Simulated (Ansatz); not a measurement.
**Formation energy and levels of the hydrogen interstitial H_i (bond centre, by N) in GaN (F-43m)**

Charge states of H_i (bond centre, by N) in GaN (F-43m), set against the band edges. Model: a cell of 54 host atoms with 1 H put in.

Calculated with Ansatz 0.2.0; place-levels on r2SCAN runs: charge-transition levels and formation energies with image-charge correction and potential alignment at the atomic sites; PAW set soft_1.

### Step 1. Set-up

The cell holds 55 atoms: 27 Ga, 27 N and 1 H. Cell: a = 9.542 Å, b = 9.542 Å, c = 9.542 Å, α = 60.0°, β = 60.0°, γ = 60.0°. It derives from GaN (space group F-43m). Nearest the centre at fractional (0.375, 0.542, 0.375): H55 at 0.00 Å, Ga33 at 0.97 Å, N28 at 0.97 Å, N34 at 2.45 Å, N16 at 2.45 Å, N32 at 2.45 Å, Ga45 at 2.45 Å, Ga29 at 2.45 Å.

Structure file:

```xyz
55
Lattice="0.0000 6.7473 6.7473 6.7473 0.0000 6.7473 6.7473 6.7473 0.0000" Properties=species:S:1:pos:R:3 pbc="T T T"
Ga    0.0000    0.0000    0.0000
N     1.1245    1.1245    1.1245
Ga    2.2491    2.2491    0.0000
N     3.3736    3.3736    1.1245
Ga    4.4982    4.4982    0.0000
N     5.6227    5.6227    1.1245
Ga    2.2491    0.0000    2.2491
N     3.3736    1.1245    3.3736
Ga    4.4982    2.2491    2.2491
N     5.6227    3.3736    3.3736
Ga    6.7473    4.4982    2.2491
N     7.8718    5.6227    3.3736
Ga    4.4982    0.0000    4.4982
N     5.6227    1.1245    5.6227
Ga    6.7473    2.2491    4.4982
N     7.8718    3.3736    5.6227
Ga    8.9964    4.4982    4.4982
N    10.1209    5.6227    5.6227
Ga    0.0000    2.2491    2.2491
N     1.1245    3.3736    3.3736
Ga    2.2491    4.4982    2.2491
N     3.3736    5.6227    3.3736
Ga    4.4982    6.7473    2.2491
N     5.6227    7.8718    3.3736
Ga    2.2491    2.2491    4.4982
N     3.3736    3.3736    5.6227
Ga    4.4982    4.4982    4.4982
N     5.6227    5.6227    5.6227
Ga    6.7473    6.7473    4.4982
N     7.8718    7.8718    5.6227
Ga    4.4982    2.2491    6.7473
N     5.6227    3.3736    7.8718
Ga    6.7473    4.4982    6.7473
N     7.8718    5.6227    7.8718
Ga    8.9964    6.7473    6.7473
N    10.1209    7.8718    7.8718
Ga    0.0000    4.4982    4.4982
N     1.1245    5.6227    5.6227
Ga    2.2491    6.7473    4.4982
N     3.3736    7.8718    5.6227
Ga    4.4982    8.9964    4.4982
N     5.6227   10.1209    5.6227
Ga    2.2491    4.4982    6.7473
N     3.3736    5.6227    7.8718
Ga    4.4982    6.7473    6.7473
N     5.6227    7.8718    7.8718
Ga    6.7473    8.9964    6.7473
N     7.8718   10.1209    7.8718
Ga    4.4982    4.4982    8.9964
N     5.6227    5.6227   10.1209
Ga    6.7473    6.7473    8.9964
N     7.8718    7.8718   10.1209
Ga    8.9964    8.9964    8.9964
N    10.1209   10.1209   10.1209
H     6.1850    5.0605    6.1850
```

Screening for the image-charge correction: ε∞ = 6.00, ε0 = 10.56, computed on the host (DFPT, PBEsol, on the r2SCAN cell), and a cell off the functional's own equilibrium shifts the ionic part.

The cell's shortest repeat is 9.5 Å.

### Step 2. What was run first

Levels follow from differences of total energies between charge states, each relaxed by itself.

Random displacements of about 0.05 Å break the site symmetry at the start, so that the relaxation can reach a distorted minimum if there is one. Forces are taken on a 2×2×2 shifted mesh. The cell holds 1 electron more than the neutral one, with a uniform background that keeps it neutral on the whole.

The sampling was tested on the host first: at the k-points planned (1x1x1 shifted 0.25 0.25 0.25) its energy lies 0.067 eV an atom from the dense-mesh value, so the final energies take a denser sampling.

One of the inputs; charge, spin and start change from state to state.

File qm1.relax/input.yaml:

```yaml
crystal:
  lattice:
    - [0.0, 2.24909694, 2.24909694]
    - [2.24909694, 0.0, 2.24909694]
    - [2.24909694, 2.24909694, 0.0]
  atoms:
    - { symbol: Ga, position: [0.0, 0.0, 0.0] }
    - { symbol: "N", position: [0.25, 0.25, 0.25] }
  supercell: [3, 3, 3]
  defects: [{ interstitial: { symbol: H, position: [0.375, 0.541667, 0.375] } }]
total_charge: -1
basis:
  ecutwfc: 500
  xc_grid: 2
hamiltonian:
  xc: r2scan
  pseudopotentials: { kind: paw, azcp: { folder: soft_1 } }
kpoints:
  mp_grid: { grid: [2, 2, 2], shift: [0.5, 0.5, 0.5] }
scf:
  occupations: { method: fixed }
  max_iter: 60
output:
  forces: true
  charged_corrections: { epsilon: 6.0, static_epsilon: 10.56 }
relax:
  f_tol: 0.02
  max_steps: 80
  random_displacement: { amplitude: 0.05, seed: 4795 }
checkpoint:
  write: "../qm1.relax.run"
  compress: false
  write_wavefunctions: true
  write_every: 100000
```

Run with:

```console
> ansatz run input.yaml --threads 4 --pin off --max-ram 15073MiB --backend cpu --events-out ev --progress --plain --runs-dir out
```

The run of this state that the levels use, under r2SCAN:

File qm1.point/input.yaml:

```yaml
crystal:
  checkpoint: "../qm1.relax.run"
  host: checkpoint
total_charge: -1
basis:
  ecutwfc: 500
  xc_grid: 2
hamiltonian:
  xc: r2scan
  pseudopotentials: { kind: paw, azcp: { folder: soft_1 } }
kpoints:
  mp_grid: { grid: [2, 2, 2], shift: [0.5, 0.5, 0.5] }
scf:
  occupations: { method: fixed }
  max_iter: 60
output:
  forces: true
  eigenvalues: true
  charged_corrections:
    epsilon: 6.0
    static_epsilon: 10.56
    defect_position: [0.375, 0.541667, 0.375]
  eigenstates: { localisation: true }
  populations: true
  band_densities: [{ bands: [v1, v1] }, { bands: [c1, c1] }]
  write_density: true
  write_potential: true
  volumetric_format: npy
checkpoint:
  read: "../qm1.relax.run"
  write: "../qm1.point.run"
  compress: false
  write_wavefunctions: false
  write_every: 100000
```

Relaxations under r2SCAN at a 2×2×2 shifted mesh; times on 4 threads of Arm Neoverse V2, shared host:

```csv
charge,moment (μB),occupations,outcome,steps,largest displacement against the far atoms (Å),time
−1,0,fixed,converged,9,0.60,7.8 min
0,1,fixed,converged,7,0.48,17 min
+1,0,fixed,converged,15,1.26,12 min
−1,2,fixed,converged,12,0.55,29 min
```

Single points under r2SCAN at a 2×2×2 shifted mesh; times on 4 threads of Arm Neoverse V2, shared host:

```csv
charge,moment (μB),occupations,outcome,time
−1,0,fixed,converged,55 s
0,1,fixed,converged,1.9 min
+1,0,fixed,converged,53 s
−1,2,fixed,converged,1.9 min
```

Distances (Å) from H55 to the nearest atoms after relaxation with r2SCAN:

```csv
charge,moment (μB),1.,2.,3.,4.,5.,6.
−1,0,N 1.05,Ga 1.71,Ga 2.23,Ga 2.23,Ga 2.23,N 2.93
−1,2,N 1.05,Ga 1.82,Ga 2.35,Ga 2.35,Ga 2.35,N 2.76
0,1,N 1.04,Ga 1.72,Ga 2.29,Ga 2.30,Ga 2.30,N 2.83
+1,0,N 1.03,Ga 2.06,Ga 2.06,Ga 2.06,N 2.31,N 2.32
```

### Step 3. Placing the levels, r2SCAN

A charged cell interacts with its images and the background, and its potential has another zero than the host's. place-levels removes the first by a point-charge model, screened by the static dielectric constant since the ions have relaxed around the charge, and the second by comparing potentials at atoms far from the defect.

The host is a run of the defect-free crystal in the same cutoffs, grids and k-points, so that basis and sampling errors cancel in part in the differences. The host is run in a cell of 2 atoms on a matching mesh. Its band edges are searched through the zone by a band path, so the gap is smaller than, or equal to, that on the mesh. Chemical potentials are energies per atom of H (H2 molecule), run with the same functional and cutoff.

File levels.point.yaml:

```yaml
host:
  run: host.point.run
states: [qm1.point.run, q0_M1.point.run, qp1.point.run, qm1_M2.point.run]
geometry_from:
  qm1.point.run: qm1.relax.run
  q0_M1.point.run: q0_M1.relax.run
  qp1.point.run: qp1.relax.run
  qm1_M2.point.run: qm1_M2.relax.run
  host.point.run: host.relax.run
chemical_potentials:
  H:
    energy: -15.945394
    dataset: "<sha256 of the dataset>"
epsilon: 6.0
static_epsilon: 10.56
vertical:
  - { from: qm1.point.run, to: qm1.point_neutral.run }
  - { from: qp1.point.run, to: qp1.point_neutral.run }
  - { from: qm1_M2.point.run, to: qm1_M2.point_neutral.run }
```

Run with:

```console
> ansatz place-levels levels.point.yaml -- --threads 4 --pin off --max-ram 15073MiB
```

Numbers of over 12 decimals in the logs are rounded to 6 here.

What it wrote:

```text
[... repeated set-up lines and file paths are left out, and long positions are rounded to six places ...]
(+1/0) 2.674 eV above the valence edge (+3.078 eV without the band-filling correction), in the conduction band; not on the lower envelope
(0/-1) 2.168 eV above the valence edge (+3.563 eV without the band-filling correction), 0.000 eV under the conduction edge; not on the lower envelope
(+1/-1) 2.421 eV above the valence edge (+3.321 eV without the band-filling correction), in the conduction band: charges between them are lowest nowhere
formation energy of charge +1: +0.120 eV with the Fermi level at the valence edge
formation energy of charge 0: +2.794 eV with the Fermi level at the valence edge
formation energy of charge -1: +4.963 eV with the Fermi level at the valence edge
vertical -1 to 0: no energy, since no alignment is typed
  the change from vertical[0].from (qm1.point.run) to vertical[0].to (qm1.point_neutral.run): by its potential at epsilon 6 it stands at 0.375 0.604 0.375, with an rms radius of about 2.8 Å (1.5 1.8 1.5 Å across the planes of the cell's vectors); [...]
vertical +1 to 0: no energy, since no alignment is typed
  the change from vertical[1].from (qp1.point.run) to vertical[1].to (qp1.point_neutral.run): by its potential at epsilon 6 it stands at 0.359 0.361 0.359, with an rms radius of about 4.5 Å (2.6 2.6 2.6 Å across the planes of the cell's vectors); [...]
vertical -1 to 0: no energy, since no alignment is typed
  the change from vertical[2].from (qm1_M2.point.run) to vertical[2].to (qm1_M2.point_neutral.run): by its potential at epsilon 6 it stands at 0.369 0.669 0.370, with an rms radius of about 2.2 Å (1.1 1.5 1.1 Å across the planes of the cell's vectors); [...]
  edges by r2scan, gap 2.168 eV; the host is sampled to repeats of 19.08 Å
  the defect's cells are sampled to repeats of 19.08 Å, like sampling
  charge +1: -112787.4335 eV with its correction of +0.262 eV, at epsilon 10.56, aligned at sites: +0.0301 eV, mean over 16 atomic sites at or beyond 4.77 Å from the defect at [0.3750, 0.5417, 0.3750], with -0.000000 for the charge's moments and without [...]
  charge 0: +0.000 eV for its dipole among its images, +0.000 omitted
  charge -1: -112761.8929 eV with its correction of +0.172 eV, at epsilon 10.56, aligned at sites: +0.0598 eV, mean over 16 atomic sites at or beyond 4.77 Å from the defect at [0.3750, 0.5417, 0.3750], with -0.000000 for the charge's moments and without [...]
  charge -1: states[3] (qm1_M2.point.run) stands 0.123 eV higher, with a moment of 2.00 μB against 0.00
  of states[2] (qp1.point.run): it parts from the run at its places by a charge that spreads by about 2.6 Å along one vector (1.3 Å or more is wide), by its potential at epsilon 6, taken for that of held ions (one typed too small widens it), where the cell [...]
  of states[1] (q0_M1.point.run): a band-filling correction moves a carrier to the host's band edge, which changes its energy by -0.404 eV; its displacements don't fall off away from the defect: farther atoms stand 0.018 Å off the host's places. [...]
  of states[0] (qm1.point.run): it parts from the run at its places by a charge that spreads by about 1.8 Å along one vector (1.3 Å or more is wide), by its potential at epsilon 6, taken for that of held ions (one typed too small widens it), where the cell [...]
  of states[3] (qm1_M2.point.run): it parts from the run at its places by a charge that spreads by about 1.5 Å along one vector (1.3 Å or more is wide), by its potential at epsilon 6, taken for that of held ions (one typed too small widens it), where the cell [...]
  of vertical[0].from (qm1.point.run): its displacements don't fall off away from the defect: farther atoms stand 0.021 Å off the host's places. [...]
  of vertical[0].to (qm1.point_neutral.run): its displacements don't fall off away from the defect: farther atoms stand 0.021 Å off the host's places. [...]
  of vertical[1].from (qp1.point.run): its displacements don't fall off away from the defect: farther atoms stand 0.012 Å off the host's places. [...]
  of vertical[1].to (qp1.point_neutral.run): its displacements don't fall off away from the defect: farther atoms stand 0.012 Å off the host's places. [...]
  of vertical[2].from (qm1_M2.point.run): its displacements don't fall off away from the defect: farther atoms stand 0.014 Å off the host's places. [...]
  of vertical[2].to (qm1_M2.point_neutral.run): its displacements don't fall off away from the defect: farther atoms stand 0.014 Å off the host's places. [...]
```

Wall time 0.37 s (4 threads of Arm Neoverse V2, shared host).

Levels between the charges placed, in eV above the valence top:

```csv
,gap (eV),(+1/0),(0/−1)
r2SCAN,2.17,2.67,2.17
```

Corrections by state:

```csv
charge,moment (μB),image terms and alignment (eV),band filling (eV),ε used,"over the lowest of its charge, as the program ranks them, band filling apart (eV)"
+1,0.0,0.262,-,10.56,0.000
0,1.0,0.000,-0.404,-,0.000
−1,0.0,0.172,-1.799,10.56,0.000
−1,2.0,0.122,-,10.56,0.123
```

The charged structures listed were also run neutral, and place-levels reads from each pair, by the potential or the spins, how wide the charge is by which they differ; that can be the carrier of either run.

```csv
charge,rms radius (Å),spread where it is widest against the cell (Å),wide from (Å),reading
+1,4.5,2.59,1.35,wide
−1,2.8,1.78,1.35,wide
```

The neutral runs of these pairs need not share the spin of the lowest neutral state, and very wide values only mean spread over the cell.

From the program's caveats on the states, each cut to its opening words:

- charge +1: it parts from the run at its places by a charge that spreads by about 2.6 Å along one vector (1.3 Å or more is wide), by its potential at epsilon 6, taken for [...]
- charge +1: the far atoms show a dipole or second moment of the defect's charge, for which the correction takes or leaves out 0.053 eV: further moments aren't read, and [...]
- charge +1: its displacements don't fall off away from the defect: farther atoms stand 0.012 Å off the host's places
- charge 0 (1 μB): a band-filling correction moves a carrier to the host's band edge, which changes its energy by -0.404 eV
- charge 0 (1 μB): its displacements don't fall off away from the defect: farther atoms stand 0.018 Å off the host's places
- charge 0 (1 μB), −1 (2 μB): flagged: stability check not made
- charge −1: it parts from the run at its places by a charge that spreads by about 1.8 Å along one vector (1.3 Å or more is wide), by its potential at epsilon 6, taken for [...]
- charge −1: a band-filling correction moves a carrier to the host's band edge, which changes its energy by -1.799 eV
- charge −1: the far atoms show a dipole or second moment of the defect's charge, for which the correction takes or leaves out 0.088 eV: further moments aren't read, and [...]
- charge −1: its displacements don't fall off away from the defect: farther atoms stand 0.021 Å off the host's places
- charge −1 (2 μB): it parts from the run at its places by a charge that spreads by about 1.5 Å along one vector (1.3 Å or more is wide), by its potential at epsilon 6, taken for [...]
- charge −1 (2 μB): its alignment with the host at atomic sites is doubtful: the mean over the far sites moves by +0.0633 eV from their farther parts to their nearer, more than [...]
- charge −1 (2 μB): the far atoms show a dipole or second moment of the defect's charge, for which the correction takes or leaves out 0.069 eV: further moments aren't read, and [...]
- charge −1 (2 μB): its displacements don't fall off away from the defect: farther atoms stand 0.014 Å off the host's places

Formation energies (eV), elemental references (Δμ(H) = 0.00 eV):

```csv
charge,Fermi level at the valence top,at the conduction bottom
+1,0.12,2.29
0,2.79,2.79
−1,4.96,2.79
```

### Step 4. Outcome

| Item | Value |
| --- | --- |
| gap of the host | 2.17 eV (r2SCAN) |
| level (plus 1/0) | 2.67 eV above the valence top, past the conduction bottom, not a change between lowest states (3.08 eV above the valence top without the band-filling term) |
| level (0/minus 1) | 2.17 eV above the valence top, at the conduction bottom, not a change between lowest states (3.56 eV above the valence top without the band-filling term) |
| lowest of the charges placed, just above the valence top (0.02 eV) | +1 |
| lowest of the charges placed, just below the conduction bottom (0.02 eV) | +1 |
| lowest formation energy at mid-gap of the charges run, elemental references | 1.20 eV |

**Reading.** Of the charges placed (−1, 0 and +1), +1 is the lowest from 0.02 eV above the valence top to 0.02 eV below the conduction bottom, a gap of 2.17 eV. Charges above +1 were not placed, so these runs say nothing of levels that involve them. States placed: +1 at 0 μB; 0 at 1 μB; −1 at 0 μB and 2 μB. Other spin states or structures, where not listed, weren't placed. The program finds carriers beyond a band edge of the host and adds a band-filling term at charge −1 (-1.80 eV) and 0 (-0.40 eV); steps to such a charge show no bound level, and a defect level inside a band would be read the same way. At charge +1 the atom put in ends up to 1.2 Å from its starting place, so the name tells the start alone and the levels can join different sites. H is taken at its element; compounds, which aren't counted here, bound the chemical potentials and would shift these formation energies. The program doubts the alignment of potentials for at least one state, a sign that the cell is small. What this leaves open: r2SCAN makes the gap too small and tends to spread out bound carriers; where a gas molecule sets a chemical potential or the host's formation energy, its binding is uncorrected.

[Logs are printed without paths, hosts, clocks, repeated set-up lines and the standing remarks that a program may print on its own settings, such as how far it seeks lower states.]

[Hosts, paths, dates, database ids (printed as entryN), source tags and the programs' standing remarks are cut or masked in the printed files.]

[Where a table of states has a column of steps, it counts the stored structures, which are thinned; the runs took as many ionic steps or more.]

[A defect's name tells the site on which it was built; relaxed atoms can leave that site.]

[For some hosts the program warned that the k-mesh of the response run may be too coarse for force constants and the static dielectric constant; such warnings are not shown here.]
